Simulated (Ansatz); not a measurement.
# Al(111): modes of surface species, part 2 of 2

Aim: bond lengths and vibrational modes of species bound on Al(111).

Ansatz 0.2.0; DFT PBE, scalar-relativistic, plane waves, PAW; PAW set soft_1.

So far. Step 4 (Modes of the chosen sites: Cl at the fcc hollow site, 1 …): The highest mode of the block lies at 449.0 cm⁻¹; the acoustic sum rule moved it by 0.0 cm⁻¹. Step 5 (Relaxation in the fixed cell: Cl at the fcc hollow …): The largest force component left on a free atom is 2.6 meV/Å.

## Step 6: Modes of the chosen sites: Cl at the fcc hollow site, 0.5 monolayer

Only 3 sites are displaced (2 Al and 1 Cl), with their periodic images, and all others stay at rest. This gives the modes that are localised on these sites for less work than the whole matrix.

input.yaml reads:

```yaml
crystal:
  lattice:
    - [5.7146224374, -3.1597e-06, 0.0]
    - [1.4286592423, 2.4745046195, 0.0]
    - [0.0, 0.0, 41.3634490276]
  atoms:
    - { symbol: Al, position: [0.0, 0.0, 0.1813580987] }
    - { symbol: Al, position: [0.5, 0.0, 0.1813580987] }
    - { symbol: Al, position: [0.166667, 0.333333, 0.2377597641] }
    - { symbol: Al, position: [0.666667, 0.333333, 0.2377597641] }
    - { symbol: Al, position: [0.8378690207, 0.6621309793, 0.2926420721] }
    - { symbol: Al, position: [0.3273277053, 0.6726722947, 0.2942821881] }
    - { symbol: Al, position: [-0.0118210525, 0.0118210525, 0.3506252824] }
    - { symbol: Al, position: [0.5058200725, -0.0058200725, 0.3481336485] }
    - { symbol: Cl, position: [0.175105217, 0.324894783, 0.3957957755] }
  periodic: [true, true, false]
kpoints:
  mp_grid: { grid: [6, 12, 1] }
hamiltonian:
  xc: pbe
  pseudopotentials: { kind: paw, azcp: { folder: soft_1 } }
scf:
  occupations: { method: methfessel_paxton, width: 0.15 }
output:
  eigenvalues: true
phonons:
  method: fd
  supercell: [1, 1, 1]
  displaced_sites: [6, 7, 8]
  rigid_motions: translations
```

Run with:

```
> ansatz run input.yaml --threads 8 --pin off --max-ram 20480MiB --backend cpu --events-out ev --progress --plain --runs-dir out
```

Numbers of over 12 decimals in the logs are rounded to 6 here.

The program printed:

```text
[...]
Crystal: 9 atoms, lattice volume = 584.915 Å³
Basis set: ecut = 420 eV, 11499 PW (Γ), exchange–correlation on 80×40×576 points (8 copies of the dense FFT grid, shifted against one another)
Bands: 25, of which v1, the nominal top of the filled ones, is band 16 counted from 1 (15 counted from 0)
Symmetry: 2 space group operations
k-points: 25 of 72 (time reversal used)
[...]
° read free of the cell's end (the report's vacuum.weakly_bound_levels)
[...]
force constants formed among 3 of 9 sites (Al 6, Al 7, Cl 8); the other 6 at rest. The modes move the named sites alone.
[...]
transpose residual: 2.0e-4 eV/Å²
[...]
unstable modes among the named sites: 0
  frequencies as built, with no sum rule (cm⁻¹): 16.65 25.01 73.71 77.89 103.22 175.82 175.83 267.07 357.73
  zero-point energy: 0.078912 eV/cell   skipped modes (ω ≤ 0): 0
[...]
[key lines of the parts left out:]
SCF converged after 11 iterations
Free energy (F): -5379.445021 eV
Fermi energy:    -4.255859 eV
```

It took 2 min on 8 threads of Arm Neoverse N1, shared host; peak memory 1.5 GiB; 15 min of CPU time.

The other atoms of the cell are at rest; shares are of the kinetic energy, a minus sign marks an imaginary mode, and where like sites share a mode the one named is one choice of several. Modes of the displaced sites:

| mode | frequency (cm⁻¹) | share of Al (%) | share of Cl (%) | site with the largest share | its share (%) |
| --- | --- | --- | --- | --- | --- |
| 1 | 16.6 | 6 | 94 | Cl9 | 94 |
| 2 | 25.0 | 1 | 99 | Cl9 | 99 |
| 3 | 73.7 | 96 | 4 | Al7 | 52 |
| 4 | 77.9 | 100 | 0 | Al7 | 60 |
| 5 | 103.2 | 43 | 57 | Cl9 | 57 |
| 6 | 175.8 | 95 | 5 | Al8 | 63 |
| 7 | 175.8 | 99 | 1 | Al8 | 60 |
| 8 | 267.1 | 84 | 16 | Al8 | 44 |
| 9 | 357.7 | 76 | 24 | Al7 | 43 |

The same force constants with another mass on the added atoms, against the natural mean mass; listed are the real modes with at least half of their motion on these atoms, followed through small steps of mass, less those that pass through avoided crossings, where the squared overlap of new and old mass-weighted patterns is under 0.8. Modes after a change of mass:

```
substitution  mode  frequency (cm⁻¹)  after (cm⁻¹)  ratio
        37Cl     1              16.6          16.3   1.02
        37Cl     2              25.0          24.5  1.021
        37Cl     5             103.2         102.0  1.012
```

The highest mode of the block lies at 357.7 cm⁻¹; the acoustic sum rule moved it by 0.0 cm⁻¹.

## Step 7: Relaxation in the fixed cell: Cl at the fcc hollow site, 0.25 monolayer

The slab carries Cl at the fcc hollow site, 0.25 monolayer. Its plane takes the lattice constant of the bulk relaxed at this level. The lowest layers are held, and the other atoms relax. The program lengthens the typed cell of 23.8 Å along the normal to 41.4 Å, as its cut-off of the electrostatics needs, and moves no atom.

System of this step: Cl at the fcc hollow site, 0.25 monolayer on Al(111). The cell holds 17 atoms: 16 Al and 1 Cl. Its edges and angles: a = 5.715 Å, b = 5.715 Å, c = 41.363 Å, α = 90.0°, β = 90.0°, γ = 60.0°. It derives from Al. Vacuum lies along c.

input.yaml reads:

```yaml
crystal:
  lattice:
    - [5.7146279101, 0.0, 0.0]
    - [2.8573139551, 4.9490160815, 0.0]
    - [0.0, 0.0, 23.7849174565]
  atoms:
    - { symbol: Al, position: [0.0, 0.0, 0.315393] }
    - { symbol: Al, position: [0.5, 0.0, 0.315393] }
    - { symbol: Al, position: [0.0, 0.5, 0.315393] }
    - { symbol: Al, position: [0.5, 0.5, 0.315393] }
    - { symbol: Al, position: [0.166667, 0.166667, 0.413479] }
    - { symbol: Al, position: [0.666667, 0.166667, 0.413479] }
    - { symbol: Al, position: [0.166667, 0.666667, 0.413479] }
    - { symbol: Al, position: [0.666667, 0.666667, 0.413479] }
    - { symbol: Al, position: [0.833333, 0.333333, 0.511566] }
    - { symbol: Al, position: [0.333333, 0.333333, 0.511566] }
    - { symbol: Al, position: [0.833333, 0.833333, 0.511566] }
    - { symbol: Al, position: [0.333333, 0.833333, 0.511566] }
    - { symbol: Al, position: [0.0, 0.0, 0.609653] }
    - { symbol: Al, position: [0.5, 0.0, 0.609653] }
    - { symbol: Al, position: [0.0, 0.5, 0.609653] }
    - { symbol: Al, position: [0.5, 0.5, 0.609653] }
    - { symbol: Cl, position: [0.166667, 0.166667, 0.684607] }
  periodic: [true, true, false]
kpoints:
  mp_grid: { grid: [6, 6, 1] }
hamiltonian:
  xc: pbe
  pseudopotentials: { kind: paw, azcp: { folder: soft_1 } }
scf:
  occupations: { method: methfessel_paxton, width: 0.15 }
output:
  forces: true
  eigenvalues: true
relax:
  adjacent_minimum: "off"
  f_tol: 0.003
  max_steps: 120
  constraints: [{ sites: [0, 1, 2, 3, 4, 5, 6, 7] }]
```

The program printed:

```text
[...]
Crystal: 17 atoms, lattice volume = 1169.832 Å³
Basis set: ecut = 420 eV, 23011 PW (Γ), exchange–correlation on 80×80×576 points (8 copies of the dense FFT grid, shifted against one another)
Bands: 45, of which v1, the nominal top of the filled ones, is band 28 counted from 1 (27 counted from 0)
Symmetry: 6 space group operations
[...]
k-points: 7 of 36 (time reversal used)
[...]
- { symbol: Al, position: [0.666667, 0.166667, 0.237760] }
    - { symbol: Al, position: [0.166667, 0.666667, 0.237760] }
    - { symbol: Al, position: [0.666667, 0.666667, 0.237760] }
[...]
- { symbol: Al, position: [-0.00320409, -0.00320409, 0.349628] }
    - { symbol: Al, position: [0.506408, -0.00320409, 0.349628] }
    - { symbol: Al, position: [-0.00320409, 0.506408, 0.349628] }
    - { symbol: Al, position: [0.500000, 0.500000, 0.347466] }
    - { symbol: Cl, position: [0.166667, 0.166667, 0.399016] }
[key lines of the parts left out:]
SCF converged after 5 iterations
Free energy (F): -9678.326249 eV
Fermi energy:    -4.257038 eV
```

Elapsed: 61 s, on 8 threads; peak memory 2 GiB.

Step by step:

```
step  energy less that of the first step (eV)  largest force component (eV/Å)
   1                                   0.0000                          1.6669
   2                                  -0.2072                          0.7583
   3                                  -0.2618                          0.1662
   4                                  -0.2714                          0.0647
   5                                  -0.2719                          0.0124
   6                                  -0.2719                          0.0012
```

The run keeps the 6 symmetry operations that it works with, so distortions that break them were not tested.

The atoms that moved most (Å):

```
atom      dx      dy      dz  length
Cl17   0.000   0.000   0.221   0.221
Al16   0.000   0.000  -0.128   0.128
Al11   0.000   0.000  -0.096   0.096
Al15   0.000   0.032  -0.039   0.050
Al13  -0.027  -0.016  -0.039   0.050
Al14   0.027  -0.016  -0.039   0.050
Al12   0.000   0.016  -0.037   0.040
 Al9   0.014  -0.008  -0.037   0.040
```

The largest force component left on a free atom is 1.2 meV/Å.

## Step 8: Force constants among chosen sites: Cl at the fcc hollow site, 0.25 monolayer

Only 4 sites are displaced (3 Al and 1 Cl), with their periodic images, and all others stay at rest. This gives the modes that are localised on these sites for less work than the whole matrix.

input.yaml reads:

```yaml
crystal:
  lattice:
    - [5.7146297219, 0.0, 0.0]
    - [2.857314861, 4.9490145124, 0.0]
    - [0.0, 0.0, 41.3634490276]
  atoms:
    - { symbol: Al, position: [0.0, 0.0, 0.1813580987] }
    - { symbol: Al, position: [0.5, 0.0, 0.1813580987] }
    - { symbol: Al, position: [0.0, 0.5, 0.1813580987] }
    - { symbol: Al, position: [0.5, 0.5, 0.1813580987] }
    - { symbol: Al, position: [0.1666666667, 0.1666666667, 0.2377597641] }
    - { symbol: Al, position: [0.6666666667, 0.1666666667, 0.2377597641] }
    - { symbol: Al, position: [0.1666666667, 0.6666666667, 0.2377597641] }
    - { symbol: Al, position: [0.6666666667, 0.6666666667, 0.2377597641] }
    - { symbol: Al, position: [0.8366000228, 0.3316999886, 0.2932718758] }
    - { symbol: Al, position: [0.3316999886, 0.3316999886, 0.2932718758] }
    - { symbol: Al, position: [0.8333333333, 0.8333333333, 0.2918305235] }
    - { symbol: Al, position: [0.3316999886, 0.8366000228, 0.2932718758] }
    - { symbol: Al, position: [-0.0032040861, -0.0032040861, 0.349628296] }
    - { symbol: Al, position: [0.5064081722, -0.0032040861, 0.349628296] }
    - { symbol: Al, position: [-0.0032040861, 0.5064081722, 0.349628296] }
    - { symbol: Al, position: [0.5, 0.5, 0.3474655974] }
    - { symbol: Cl, position: [0.1666666667, 0.1666666667, 0.3990161359] }
  periodic: [true, true, false]
kpoints:
  mp_grid: { grid: [6, 6, 1] }
hamiltonian:
  xc: pbe
  pseudopotentials: { kind: paw, azcp: { folder: soft_1 } }
scf:
  occupations: { method: methfessel_paxton, width: 0.15 }
output:
  eigenvalues: true
phonons:
  method: fd
  supercell: [1, 1, 1]
  displaced_sites: [12, 13, 14, 16]
  rigid_motions: translations
```

The program printed:

```text
[...]
Crystal: 17 atoms, lattice volume = 1169.832 Å³
Basis set: ecut = 420 eV, 23011 PW (Γ), exchange–correlation on 80×80×576 points (8 copies of the dense FFT grid, shifted against one another)
Bands: 45, of which v1, the nominal top of the filled ones, is band 28 counted from 1 (27 counted from 0)
Symmetry: 6 space group operations
k-points: 7 of 36 (time reversal used)
[...]
transpose residual: 1.5e-4 eV/Å²
[...]
unstable modes among the named sites: 2
  frequencies as built, with no sum rule (cm⁻¹): -71.07 -71.07 102.83 102.83 114.20 156.35 156.35 156.70 206.79 244.24 244.24 316.05
  zero-point energy: 0.111622 eV/cell   skipped modes (ω ≤ 0): 2, of them read as no rigid motion or as one in doubt: 2 (2.000e0 modes/cell left out, lowest -71.07 cm⁻¹)
[...]
[key lines of the parts left out:]
SCF converged after 14 iterations
Free energy (F): -9678.326249 eV
Fermi energy:    -4.257026 eV
```

Wall time 1.8 min (8 threads); peak memory 2.7 GiB.

The other atoms of the cell are at rest; shares are of the kinetic energy, a minus sign marks an imaginary mode, and where like sites share a mode the one named is one choice of several. Modes of the displaced sites:

```csv
mode,frequency (cm⁻¹),share of Al (%),share of Cl (%),site with the largest share,its share (%)
1,-71.1,18,82,Cl17,82
2,-71.1,18,82,Cl17,82
3,102.8,86,14,Al13,37
4,102.8,86,14,Al15,46
5,114.2,38,62,Cl17,62
6,156.3,95,5,Al15,62
7,156.3,95,5,Al14,47
8,156.7,100,0,Al15,33
9,206.8,79,21,Al14,26
10,244.2,100,0,Al13,43
11,244.2,100,0,Al15,53
12,316.1,83,17,Al15,28
```

The same force constants with another mass on the added atoms, against the natural mean mass; listed are the real modes with at least half of their motion on these atoms, followed through small steps of mass, less those that pass through avoided crossings, where the squared overlap of new and old mass-weighted patterns is under 0.8. Modes after a change of mass:

| substitution | mode | frequency (cm⁻¹) | after (cm⁻¹) | ratio |
| --- | --- | --- | --- | --- |
| 37Cl | 5 | 114.2 | 112.7 | 1.013 |

The highest mode of the block lies at 316.1 cm⁻¹; the acoustic sum rule moved it by 0.0 cm⁻¹. The block has 2 imaginary modes, the largest 71i cm⁻¹, so this structure is not a minimum.

## Step 9: All members side by side

The members are set side by side.

The anchoring bond is the shortest distance from the first added atom to the slab, and like atoms elsewhere in the cell can differ; degenerate modes stand as often as they occur. The species side by side:

```
                  species  coverage (monolayer)  anchoring bond  its length (Å)  highest level (cm⁻¹)  second (cm⁻¹)  third (cm⁻¹)
Cl at the fcc hollow site                     1           Cl-Al           2.415                   449          138.9         138.9
Cl at the fcc hollow site                   0.5           Cl-Al           2.527                 357.7          267.1         175.8
Cl at the fcc hollow site                  0.25           Cl-Al           2.646                 316.1          244.2         244.2
```

## Step 10: What came out

```
highest mode of the block of 2 sites, Cl at the fcc hollow site, 1 monolayer    : 449.0 cm⁻¹
highest mode of the block of 3 sites, Cl at the fcc hollow site, 0.5 monolayer  : 357.7 cm⁻¹
highest mode of the block of 4 sites, Cl at the fcc hollow site, 0.25 monolayer : 316.1 cm⁻¹
```

The block has imaginary modes with Cl at the fcc hollow site, 0.25 monolayer: the structure there is a saddle held by symmetry, a lower one exists, and its modes can differ widely from these. With Cl at the fcc hollow site, 1 monolayer the highest mode of the block lies at 449 cm⁻¹, 64 % on Al and 36 % on Cl. With Cl at the fcc hollow site, 0.5 monolayer the highest mode of the block lies at 358 cm⁻¹, 76 % on Al and 24 % on Cl. With Cl at the fcc hollow site, 0.25 monolayer the highest mode of the block lies at 316 cm⁻¹, 83 % on Al and 17 % on Cl. With all atoms beyond the displaced ones at rest, modes that spread into the slab are only rough; stretches of light atoms, well above the modes of the substrate atoms, are the least affected. Periodic images of the cell move in phase at the zone centre, so coupling to the images is part of these frequencies. These are harmonic frequencies at zero temperature: anharmonic shifts, linewidths and thermal expansion are left out. The runs are without spin polarisation, although the cell has an odd electron count. The program warns in at least one run that the printed band levels were not confirmed.

[Logs are printed without paths, hosts, clocks, repeated set-up lines and the standing remarks that a program may print on its own settings, such as how far it seeks lower states.]

[Hosts, paths, dates, database ids (printed as entryN), source tags and the programs' standing remarks are cut or masked in the printed files.]
